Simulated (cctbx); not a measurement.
# What is wrong with this refinement?

Cell a = 5.9830 Å, b = 5.9830 Å, c = 28.3570 Å, α = 90.00°, β = 90.00°, γ = 120.00°; space group R-3m (no. 166).

Simulated single-crystal data (cctbx): Mo Kα, λ = 0.71073 Å, to d = 0.6 Å, 50 % of the full sphere, strongest reflection 20000 counts, noise from counting, a 4 % proportional error and a noise floor of 15 counts (s.d.); no absorption.

An anisotropic refinement with weights 1/σ² prints:

```text
Rint 0.029, 69 unique reflections to 1.31 A
cycle     R1     wR2    GooF  max shift (A)
   1  0.0151  0.0342   1.438   0.01647
   3  0.0116  0.0255   1.073   0.00003
final R1 0.0116 wR2 0.0255 GooF 1.073  parameters 25  data/parameter 2.8
atom        x        y        z      Ueq    occ   su(xyz)  su(Uiso or U11)
Tl1    0.00000  0.00000  0.87219   0.0050  1.000  0.00005  0.0011
Tl2    0.00000  0.00000  0.71921   0.0035  1.000  0.00005  0.0010
Ag1    0.66667  0.33333  0.73626   0.0054  1.000  0.00009  0.0014
Ga1    0.66667  0.33333  0.83333   0.0028  1.000  0.00000  0.0025  NPD
Ga2    0.00000  0.00000  0.00000   0.0042  1.000  0.00000  0.0027
F1     0.80522  0.19478  0.79415   0.0142  1.000  0.00117  0.0073
F2     0.48030  0.96060  0.70319   0.0078  1.000  0.00202  0.0066  NPD
difference map: max 0.49 min -0.79 rms 0.17
Q1    0.0926  0.1853  0.9774   18    0.51  1.15 A from Ga2
Q2    0.0115  0.1665  0.3487   36    0.39  1.38 A from F2
Q3    0.0000  0.0000  0.2383    6    0.38  1.20 A from Tl2
Q4    0.0990  0.1980  0.2911   18    0.38  1.07 A from Tl2
Q5    0.9875  0.3209  0.1667   18    0.36  1.56 A from F1
Q6    0.0000  0.0000  0.1292    6    0.29  0.04 A from Tl1
```

**Question.** Can this result stand? If not, what is the likely fault?

Mend it. The fault: data cut at low resolution. Against the right model at the same level, R1 goes from 0.0135 to 0.0116 and GooF from 0.91 to 1.07 and Ga1 and F2 go non-positive-definite. The atoms are right, but there are too few data for the parameters: R1 flatters and the s.u.s grow. Data per parameter fall from 23.1 to 2.8.

The compound is Tl2GaAgF6. The right model at the same level gives:

```text
Rint 0.037, 577 unique reflections to 0.60 A
cycle     R1     wR2    GooF  max shift (A)
   1  0.0150  0.0321   1.020   0.00025
   2  0.0135  0.0287   0.910   0.00004
final R1 0.0135 wR2 0.0287 GooF 0.910  parameters 25  data/parameter 23.1
atom        x        y        z      Ueq    occ   su(xyz)  su(Uiso or U11)
Tl1    0.00000  0.00000  0.87220   0.0028  1.000  0.00001  0.0001
Tl2    0.00000  0.00000  0.71920   0.0025  1.000  0.00001  0.0001
Ag1    0.66667  0.33333  0.73612   0.0030  1.000  0.00002  0.0001
Ga1    0.66667  0.33333  0.83333   0.0039  1.000  0.00000  0.0002
Ga2    0.00000  0.00000  0.00000   0.0037  1.000  0.00000  0.0002
F1     0.80689  0.19311  0.79422   0.0049  1.000  0.00023  0.0006
F2     0.48039  0.96079  0.70351   0.0047  1.000  0.00044  0.0006
difference map: max 2.22 min -3.26 rms 0.47
Q1    0.0501  0.1003  0.1434   18    2.25  0.68 A from Tl1
Q2    0.0000  0.0000  0.0836    6    2.22  1.25 A from Tl1
Q3    0.1008  0.2015  0.3016   18    1.79  1.20 A from Tl2
Q4    0.0000  0.0000  0.2275    6    1.69  1.51 A from Tl2
Q5    0.0539  0.1079  0.0081   18    1.65  0.60 A from Ga2
Q6    0.0000  0.0000  0.1976    6    1.63  1.98 A from Tl1
```

Isotropic U is held between 0.0001 and 1 Å² by the program, and listed peak heights are interpolated, so they can pass the grid's maximum.

The model is made up (kin elements in a known structure type, no relaxation), so it says nothing on whether the phase exists.

[Middle refinement cycles are left out of these outputs.]

[Logs are printed without paths, hosts, clocks, repeated set-up lines and the standing remarks that a program may print on its own settings, such as how far it seeks lower states.]
